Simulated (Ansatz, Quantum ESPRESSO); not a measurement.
# SrFeO3 (Pm-3m): zone-centre phonons, part 3 of 3

Wanted: the vibrations of SrFeO3 (Pm-3m) at Γ, by two programs.

Quantum ESPRESSO 7.5; DFT LDA, scalar-relativistic, plane waves, PseudoDojo norm-conserving pseudopotentials.

So far, highest optical zone-centre mode (no LO-TO term) (cm⁻¹): 572 in steps 6, 7 and 8.

## Step 9: The same in Ansatz

A second program on the same cell, potentials, cutoff and meshes tests the implementation of the phonon response, not its convergence. Its k mesh is centred on Γ.

This step: DFT LDA, scalar-relativistic, plane waves, PseudoDojo norm-conserving pseudopotentials (Ansatz 0.2.0).

The input, input.yaml:

```yaml
crystal:
  lattice:
    - [3.72702106, 0.0, 0.0]
    - [0.0, 3.72702106, 0.0]
    - [0.0, 0.0, 3.72702106]
  atoms:
    - { symbol: Sr, position: [0.0, 0.0, 0.0] }
    - { symbol: Fe, position: [0.5, 0.5, 0.5], spin: 2.51 }
    - { symbol: O, position: [0.0, 0.5, 0.5], spin: 0.15 }
    - { symbol: O, position: [0.5, 0.0, 0.5], spin: 0.15 }
    - { symbol: O, position: [0.5, 0.5, 0.0], spin: 0.15 }
kpoints:
  mp_grid: { grid: [6, 6, 6] }
hamiltonian:
  xc: lda
  pseudopotentials: { kind: nc, accuracy: standard }
scf:
  occupations: { method: cold, width: 0.27211 }
output:
  eigenvalues: true
  populations: true
basis:
  ecutwfc: 1224.512
magnetization:
  spin_polarized: true
phonons:
  method: dfpt
```

Command:

```bash
$ ansatz run input.yaml --threads 8 --pin off --max-ram 16384MiB --backend cpu --events-out ev --progress --plain --runs-dir out
```

Numbers of over 12 decimals in the logs are rounded to 6 here.

Output:

```text
Warning: basis.ecutwfc = 1224.512 eV is below the records' recommended 1224.512381 eV, and the density's cutoff is lower with it unless basis.ecutrho_ratio is high enough to keep the records' density cutoff: compare with a run at a higher cutoff
zone centre: on kpoints.mp_grid the ground state, and the responses unless they are solved on pairs of k-points, stand on 64 of the mesh's 216 k-points, reduced under 8 symmetry operations, with k and −k counted as one. Each operation leaves every solved displacement unchanged or reverses it
Engine: ansatz 0.2.0, aarch64-unknown-linux-gnu
Pseudopotentials: kind: nc
Pseudopotential: Sr, nc, valence charge 10, recommended cutoff 925.187132 eV (normal), Sr.nc.azcp (PseudoDojo's, or run here from an input of PseudoDojo's; its table is named by hamiltonian.pseudopotentials.accuracy)
Pseudopotential: Fe, nc, valence charge 16, recommended cutoff 1224.512381 eV (normal), Fe.nc.azcp (PseudoDojo's, or run here from an input of PseudoDojo's; its table is named by hamiltonian.pseudopotentials.accuracy)
Pseudopotential: O, nc, valence charge 6, recommended cutoff 1142.878222 eV (normal), O.nc.azcp (PseudoDojo's, or run here from an input of PseudoDojo's; its table is named by hamiltonian.pseudopotentials.accuracy)
Functional definition: SPW92
  exchange = slater_x
  correlation = pw_c
Crystal: 5 atoms, lattice volume = 51.771 Å³
Basis set: ecut = 1224.512 eV, 5041 PW (Γ), exchange–correlation on 90×90×90 points (8 copies of the dense FFT grid, shifted against one another)
Bands: 29, of which v1, the nominal top of the filled ones, is band 22 counted from 1 (21 counted from 0)
Symmetry: 48 space group operations
Space group: Pm-3m (ITA 221), of the structure as read, at distance tolerance 3.7e-5 Å
Magnetic group: BNS 221.92 (UNI 1594), of the structure as read, at distance tolerance 3.7e-5 Å
k-points: 20 of 216
Non-local potential: Sr, projectors of the file, l = 0: 2, l = 1: 2, l = 2: 2
Non-local potential: Fe, projectors of the file, l = 0: 2, l = 1: 2, l = 2: 2
Non-local potential: O, projectors of the file, l = 0: 2, l = 1: 2, l = 2: 1
Initial density: superposition of atomic densities (chi_scale 0.1, normalization cell, long waves kept (reshape's long-wave potential 0.00 eV rms))
Starting moments: Σ|m| = 2.96 μB on 4 of 5 sites
Initial wavefunctions: pseudopotential atomic-orbital guess
Functional: x = slater, c = lda
SCF 1 converged in 10 iterations: F = -5692.437032 eV  dr2 = 5.28e-8
k-points: 64 of 216 (irreducible under 8 space group operations)
Initial density: read from a saved state, or passed on in memory by an earlier SCF of this step, an earlier step, the calling program or the single point that the run made first
Stability of the state it starts from, as read at its close in the collinear treatment: not read, because cold or Methfessel-Paxton smearing, or corrected tetrahedra, fill the levels in a way that the test cannot read (fill_not_monotonic); its run was given moments
Starting moments: Σ|m| = 2.96 μB on 4 of 5 sites; this step starts from the density that it was given
iter 1 solved again at ethr=1.19e-6 eV; its pass at ethr=3.10e-3 eV (dr2=5.23e-4 eV) is discarded
SCF iter   1: F=—  HF=-5692.437119 eV  |F-HF|=—  |Δ(HF+E_count)|=         —  Δρ=7.02e-6 (↑6.61e-6 ↓7.02e-6)  dr2=4.38e-8  dr2_m=1.01e-8  M=3.001 μB ∫|m|=3.086 μB  β_m=0.30  ethr=1.19e-6  ⟨swp⟩=3.1  Hψ=26934  notcnv=0
eigensolver tolerance schedule: the retry pair's looser diagonalisation over-reported the residual by 11925.24 of it (diagonalisation noise at an unbounded share of the residual, at the tolerance the schedule requests for it); recorded, not acted on — ethr = c·dr2/N_el stays at c = 1.0e-1
preconditioner: auto → Kerker (q_TF=auto, 2.655 Å⁻¹)  [metal: Δε(μ)=0.076 eV  Ē_g=13.307 eV  σ=0.272 eV  W_gap=0.18  n_scr=18 (ndim 8)  ℏωp=30.1 eV  f_vac=0.000  D(μ)=1.75/eV (n_scr^D=18)]
spin=Collinear: Kerker preconditioning applied to the charge; magnetization (m = ρ↑ − ρ↓) channel mixes plain (no charge-response kernel on spin).
SCF iter   2: F=—  HF=-5692.437032 eV  |F-HF|=—  |Δ(HF+E_count)|=   8.72e-5  S|Δr|=    0.00e0  Δρ=5.53e-6 (↑5.53e-6 ↓4.34e-6)  dr2=3.46e-8  dr2_m=4.84e-9  M=3.001 μB ∫|m|=3.086 μB  β_m=0.59  ethr=9.96e-11  ⟨swp⟩=4.0  Hψ=10281  notcnv=0
SCF iter   3: F=—  HF=-5692.437032 eV  |F-HF|=—  |Δ(HF+E_count)|=   2.74e-9  S|Δr|=    0.00e0  Δρ=4.70e-6 (↑2.33e-6 ↓4.70e-6)  dr2=1.74e-8  dr2_m=2.46e-9  M=3.001 μB ∫|m|=3.086 μB  β_m=0.80  ethr=7.86e-11  ⟨swp⟩=1.1  Hψ=3741  notcnv=0
SCF iter   4: F=—  HF=-5692.437032 eV  |F-HF|=—  |Δ(HF+E_count)|=   2.38e-9  S|Δr|=    0.00e0  Δρ=3.56e-6 (↑3.56e-6 ↓2.96e-6)  dr2=1.67e-8  dr2_m=3.23e-10  M=3.001 μB ∫|m|=3.086 μB  β_m=0.69  ethr=3.96e-11  ⟨swp⟩=2.0  Hψ=6425  notcnv=0
SCF iter   5: F=—  HF=-5692.437032 eV  |F-HF|=—  |Δ(HF+E_count)|=   2.03e-9  S|Δr|=    0.00e0  Δρ=1.63e-6 (↑1.16e-6 ↓1.63e-6)  dr2=2.52e-9  dr2_m=2.31e-10  M=3.001 μB ∫|m|=3.086 μB  β_m=0.84  ethr=3.80e-11  ⟨swp⟩=1.8  Hψ=4612  notcnv=0
SCF iter   6: F=—  HF=-5692.437032 eV  |F-HF|=—  |Δ(HF+E_count)|=  3.89e-10  S|Δr|=    0.00e0  Δρ=6.43e-7 (↑4.33e-7 ↓6.43e-7)  dr2=4.30e-10  dr2_m=1.89e-11  M=3.001 μB ∫|m|=3.086 μB  β_m=0.92  ethr=5.74e-12  ⟨swp⟩=1.1  Hψ=3905  notcnv=0
SCF iter   7: F=—  HF=-5692.437032 eV  |F-HF|=—  |Δ(HF+E_count)|=  8.09e-11  S|Δr|=    0.00e0  Δρ=2.98e-7 (↑2.07e-7 ↓2.98e-7)  dr2=8.80e-11  dr2_m=2.27e-12  M=3.001 μB ∫|m|=3.086 μB  β_m=0.96  ethr=1.00e-12  ⟨swp⟩=1.1  Hψ=3757  notcnv=0
SCF iter   8: F=—  HF=-5692.437032 eV  |F-HF|=—  |Δ(HF+E_count)|=  1.46e-11  S|Δr|=    0.00e0  Δρ=1.62e-7 (↑1.10e-7 ↓1.62e-7)  dr2=2.59e-11  dr2_m=7.28e-13  M=3.001 μB ∫|m|=3.086 μB  β_m=0.98  ethr=1.00e-12  ⟨swp⟩=1.0  Hψ=3712  notcnv=0
SCF iter   9: F=—  HF=-5692.437032 eV  |F-HF|=—  |Δ(HF+E_count)|=  4.55e-12  S|Δr|=    0.00e0  Δρ=1.20e-7 (↑8.33e-8 ↓1.20e-7)  dr2=1.50e-11  dr2_m=3.58e-13  M=3.001 μB ∫|m|=3.086 μB  β_m=0.99  ethr=1.00e-12  ⟨swp⟩=5.0  Hψ=14949  notcnv=0
SCF iter  10: F=-5692.437032 eV  HF=-5692.437032 eV  |F-HF|=9.09e-13  |Δ(HF+E_count)|=  2.73e-12  S|Δr|=    0.00e0  Δρ=1.44e-8 (↑1.25e-8 ↓1.44e-8)  dr2=1.55e-13  dr2_m=5.43e-15  M=3.001 μB ∫|m|=3.086 μB  ethr=1.00e-12  ⟨swp⟩=5.8  Hψ=15260  notcnv=0
SCF 2 converged in 10 iterations: F = -5692.437032 eV  dr2 = 1.55e-13
this state was not tested for a lower state beside it, because cold or Methfessel-Paxton smearing, or corrected tetrahedra, fill the levels in a way that the test cannot read (fill_not_monotonic; see scf.lower_state_search)
DFPT response loops at Γ: preconditioner auto → Kerker (q_TF=auto, 2.655 Å⁻¹) (partly filled bands, converged f_vac=0.000); β = 1.00, the filter's whole step (`scf.mixing.beta` (0.30) is not read by the response loops under this deck's `scf.mixing.preconditioner`; to damp them name `kerker` or `kerker_dos`, under which they read `scf.mixing.beta`, and type it under 1.00, their step now; both keys bind the ground state too); Broyden in place of MSR1
SCF converged after 10 iterations
Magnetization: 3.0006 μB (23.5003 up, 20.4997 down)
Absolute magnetization: 3.0863 μB (∫|ρ↑−ρ↓|)
Spin contamination: 0.0415 ħ² per cell (⟨S²⟩ above its minimum at these occupations)
Per-site moments (μB) at R_I (Å): [(0.013001, 1.087103), (2.281978, 0.768698), (0.132233, 0.768698), (0.132233, 0.768698), (0.132233, 0.768698)]
Free energy (F): -5692.437032 eV
Harris-Foulkes:  -5692.437032 eV  (|F-HF|=9.09e-13)
Internal energy: -5692.418273 eV  (E = F + TS)
E sigma→0 (E₀):  -5692.430779 eV
Entropy (-TS):   -0.018759 eV (-3.752 meV/atom)
Fermi energy:    12.146649 eV
Step filling:    the computed levels leave a gap of 0.0000 eV = 0.0 smearing widths at the electron count; against every level under it full and every level over it empty, smearing changes F+E_penalty+E_count by -7.415 meV and its σ→0 estimate by -1.162 meV
--- Per-component energies (eV) ---
  E_band       = -305.846657
  E_kinetic    = 2711.118322
  E_local      = -4879.681643  (includes V_loc(G=0)·N_el)
  E_nonlocal   = -268.485190
  E_hartree    = 1582.659555
  E_xc         = -1044.157672
  E_vxc        = -1034.117267  (∫ρ·V_xc dr)
  E_ewald      = -3793.871645
  E_smearing   = -0.018759  (= −TS)
  E_closure    = -0.000000  (closes the sum)
  Σ components = -5692.437032   (vs F -5692.437032, Δ=0.00e0)
--- Band table (eV; the first three rows and the last of 128) ---
  k-point 0 ↑: bands = [... 18 lower, 9.7971, 9.7971, 10.2843, 10.2843, 10.6872, 10.6872, 10.6872, 16.9796, ... 3 higher]
  k-point 1 ↑: bands = [... 18 lower, 9.5163, 10.0539, 10.0539, 10.2926, 10.7855, 10.7855, 11.7314, 17.5068, ... 3 higher]
  k-point 2 ↑: bands = [... 18 lower, 9.0371, 10.1020, 10.1020, 10.2990, 11.1722, 11.1722, 12.7519, 18.6235, ... 3 higher]
  k-point 63 ↓: bands = [... 18 lower, 11.5012, 11.5012, 13.4916, 13.4916, 13.4916, 16.8850, 16.8850, 19.0554, ... 3 higher]
--- Phonons (Γ-DFPT): 4 representative perturbations + reference, on 64 of 216 k-points (Σ response iterations 13) ---
  k mesh reduced under 8 symmetry operations, with k and −k counted as one. Each operation leaves every solved displacement unchanged or reverses it
  ASR residual: 2.234e-5 → 0.000e0 eV/Å²; symmetrization residual: 2.864e-6 eV/Å²
  ASR residual per site (eV/Å²): 5.55e-6 1.39e-6 2.23e-5 2.23e-5 2.23e-5
  Γ frequencies (cm⁻¹): 0.00 0.00 0.00 179.51 179.51 179.51 272.77 272.77 272.77 274.27 274.27 274.27 572.10 572.10 572.10
  non-analytic LO–TO correction: not included (Born effective charges unavailable; polar crystals: no LO–TO splitting at Γ)
--- Löwdin populations: 5 sites ---
  site symbol       q [e]    m [muB]
     0     Sr      8.2918     0.0139
     1     Fe     14.6339     2.4008
     2      O      6.9023     0.1878
     3      O      6.9023     0.1878
     4      O      6.9023     0.1878
  spilling = 0.008350 (of n_electrons = 44.000000)
```

Wall time 61 s (8 threads of Arm Neoverse V1, shared host); peak memory 2.2 GiB; 7.4 min of CPU time.

Numbers from this step:

* site moments: 0.01300, 2.282, 0.1322, 0.1322, 0.1322 μB
* sum-rule residual before enforcement: 2.23e-5 eV/Å²

## Step 10: The two compared: QE PseudoDojo and Ansatz, PseudoDojo

Worked out from the results:

```yaml
root_mean_square_difference: 0.02 cm⁻¹
largest_difference: 0.03 cm⁻¹
```

At the zone centre the largest difference (acoustic modes at Γ apart) is 0.005 % of the highest mode.

## Step 11: Cross-check with Ansatz

The same cell goes through another code, with its own cutoff. It uses its own PAW datasets, so the potentials differ. Its k mesh is centred on Γ.

This step: DFT LDA, scalar-relativistic, plane waves, PAW (Ansatz 0.2.0).

input.yaml, as its differences from that of step 9:

```diff
@@ -15,3 +15,2 @@
   xc: lda
-  pseudopotentials: { kind: nc, accuracy: standard }
 scf:
@@ -21,4 +20,2 @@
   populations: true
-basis:
-  ecutwfc: 1224.512
 magnetization:
```

Output:

```text
[...]
Crystal: 5 atoms, lattice volume = 51.771 Å³
Basis set: ecut = 420 eV, 1021 PW (Γ), exchange–correlation on 50×50×50 points (8 copies of the dense FFT grid, shifted against one another)
Bands: 29, of which v1, the nominal top of the filled ones, is band 22 counted from 1 (21 counted from 0)
Symmetry: 48 space group operations
[...]
k-points: 20 of 216
[...]
Starting moments: Σ|m| = 2.96 μB on 4 of 5 sites
[...]
SCF 1 converged in 13 iterations: F = -9533.202319 eV  dr2 = 1.73e-8
[...]
k-points: 64 of 216 (irreducible under 8 space group operations)
[...]
SCF iter   7: F=-9533.202319 eV  HF=-9533.202319 eV  |F-HF|=0.00e0  |Δ(HF+E_count)|=  1.09e-11  S|Δr|=    0.00e0  Δρ=6.74e-8 (↑4.05e-8 ↓6.74e-8)  dr2=1.58e-12  dr2_m=1.08e-12  M=2.952 μB ∫|m|=3.025 μB  ethr=1.00e-12  ⟨swp⟩=5.0  Hψ=16980  notcnv=0
SCF 2 converged in 7 iterations: F = -9533.202319 eV  dr2 = 1.58e-12
[...]
SCF converged after 7 iterations
Magnetization: 2.9517 μB (23.4759 up, 20.5241 down)
Absolute magnetization: 3.0326 μB (∫|ρ↑−ρ↓|, with the PAW one-centre terms)
[...]
Per-site moments (μB) at R_I (Å): [(0.013601, 1.087103), (2.231609, 0.768698), (0.133761, 0.768698), (0.133761, 0.768698), (0.133761, 0.768698)]
Free energy (F): -9533.202319 eV
[...]
Internal energy: -9533.193236 eV  (E = F + TS)
E sigma→0 (E₀):  -9533.199292 eV
Entropy (-TS):   -0.009083 eV (-1.817 meV/atom)
Fermi energy:    12.042917 eV
[...]
--- Band table (eV; the first three rows and the last of 128) ---
  k-point 0 ↑: bands = [... 18 lower, 9.7258, 9.7258, 10.3315, 10.3315, 10.6344, 10.6344, 10.6344, 16.8888, ... 3 higher]
  k-point 1 ↑: bands = [... 18 lower, 9.4569, 9.9998, 9.9998, 10.3393, 10.7394, 10.7394, 11.7418, 17.4161, ... 3 higher]
  k-point 2 ↑: bands = [... 18 lower, 8.9629, 10.0478, 10.0478, 10.3459, 11.1379, 11.1379, 12.7652, 18.5411, ... 3 higher]
  k-point 63 ↓: bands = [... 18 lower, 11.4252, 11.4252, 13.3602, 13.3602, 13.3602, 16.8220, 16.8220, 18.9686, ... 3 higher]
[...]
ASR residual: 4.006e-5 → 0.000e0 eV/Å²; symmetrization residual: 3.141e-6 eV/Å²
  ASR residual per site (eV/Å²): 8.43e-6 4.01e-5 2.11e-5 2.11e-5 2.11e-5
[...]
--- Löwdin populations: 5 sites ---
  site symbol       q [e]    m [muB]
     0     Sr      8.2858     0.0159
     1     Fe     14.8556     2.2780
     2      O      6.8294     0.2116
     3      O      6.8294     0.2116
     4      O      6.8294     0.2116
  spilling = 0.008420 (of n_electrons = 44.000000)
```

Elapsed: 17 s, on 8 threads; peak memory 0.85 GiB; 2 min of CPU time.

Read from the output:

```
site moments                                     : 0.01360, 2.232, 0.1338, 0.1338, 0.1338 μB
sum-rule residual before enforcement             : 4.01e-5 eV/Å²
highest optical zone-centre mode (no LO-TO term) : 569.3 cm⁻¹
```

## Step 12: The two compared: QE PseudoDojo and Ansatz, PAW

Numbers from this step:

```yaml
root_mean_square_difference: 2.51 cm⁻¹
largest_difference: 4.08 cm⁻¹
```

The 12 of 12 modes that differ most. Frequencies side by side:

| q (reciprocal lattice) | mode | QE PseudoDojo (cm⁻¹) | Ansatz, PAW (cm⁻¹) |
| --- | --- | --- | --- |
| 0 0 0 | 4 | 179.5 | 179.5 |
| 0 0 0 | 5 | 179.5 | 179.5 |
| 0 0 0 | 6 | 179.5 | 179.5 |
| 0 0 0 | 7 | 272.8 | 268.7 |
| 0 0 0 | 8 | 272.8 | 268.7 |
| 0 0 0 | 9 | 272.8 | 268.7 |
| 0 0 0 | 10 | 274.2 | 273.3 |
| 0 0 0 | 11 | 274.2 | 273.3 |
| 0 0 0 | 12 | 274.2 | 273.3 |
| 0 0 0 | 13 | 572.1 | 569.3 |
| 0 0 0 | 14 | 572.1 | 569.3 |
| 0 0 0 | 15 | 572.1 | 569.3 |

At the zone centre the largest difference (acoustic modes at Γ apart) is 0.7 % of the highest mode.

## Step 13: Results

| Quantity | Value |
| --- | --- |
| space group after relaxation | Pm-3m |
| volume per atom | 10.4 Å³ |
| highest optical zone-centre mode (no LO-TO term) | 572.1 cm⁻¹ |
| lowest optical zone-centre mode | 179.5 cm⁻¹ |
| imaginary optical modes at the zone centre (no q mesh in this session) | none |
| largest difference from Ansatz, PseudoDojo | 0.03 cm⁻¹ |

**Reading.** At the LDA level the optical modes of SrFeO3 (Pm-3m) at the zone centre run from 180 to 572 cm⁻¹. Of the 12 optical modes, 9 are infrared active alone and 3 are silent. QE PseudoDojo and Ansatz, PseudoDojo agree to 0.03 cm⁻¹ (0.005 % of the highest mode compared) on all solved modes but the acoustic ones at Γ, without the LO-TO term. QE PseudoDojo and Ansatz, PAW differ by 2.5 cm⁻¹ in the root mean square and by 4.1 cm⁻¹ at most, 0.7 % of the highest mode compared (acoustic modes at Γ left out). These are harmonic frequencies at zero temperature: anharmonic shifts and linewidths and thermal expansion are left out. In a metal the frequencies hang on the k mesh and the smearing, most of all near Kohn anomalies. Ferromagnetic order was imposed by the small cell and the starting moments; the true order may differ, and with it the frequencies. The structure comes from a database and need not be the phase that is stable at ambient conditions.

[Host names and launcher messages were left out of these logs when they were recorded.]

[Logs are printed without paths, hosts, clocks, repeated set-up lines and the standing remarks that a program may print on its own settings, such as how far it seeks lower states.]

[Hosts, paths, dates, database ids (printed as entryN), source tags and the programs' standing remarks are cut or masked in the printed files.]
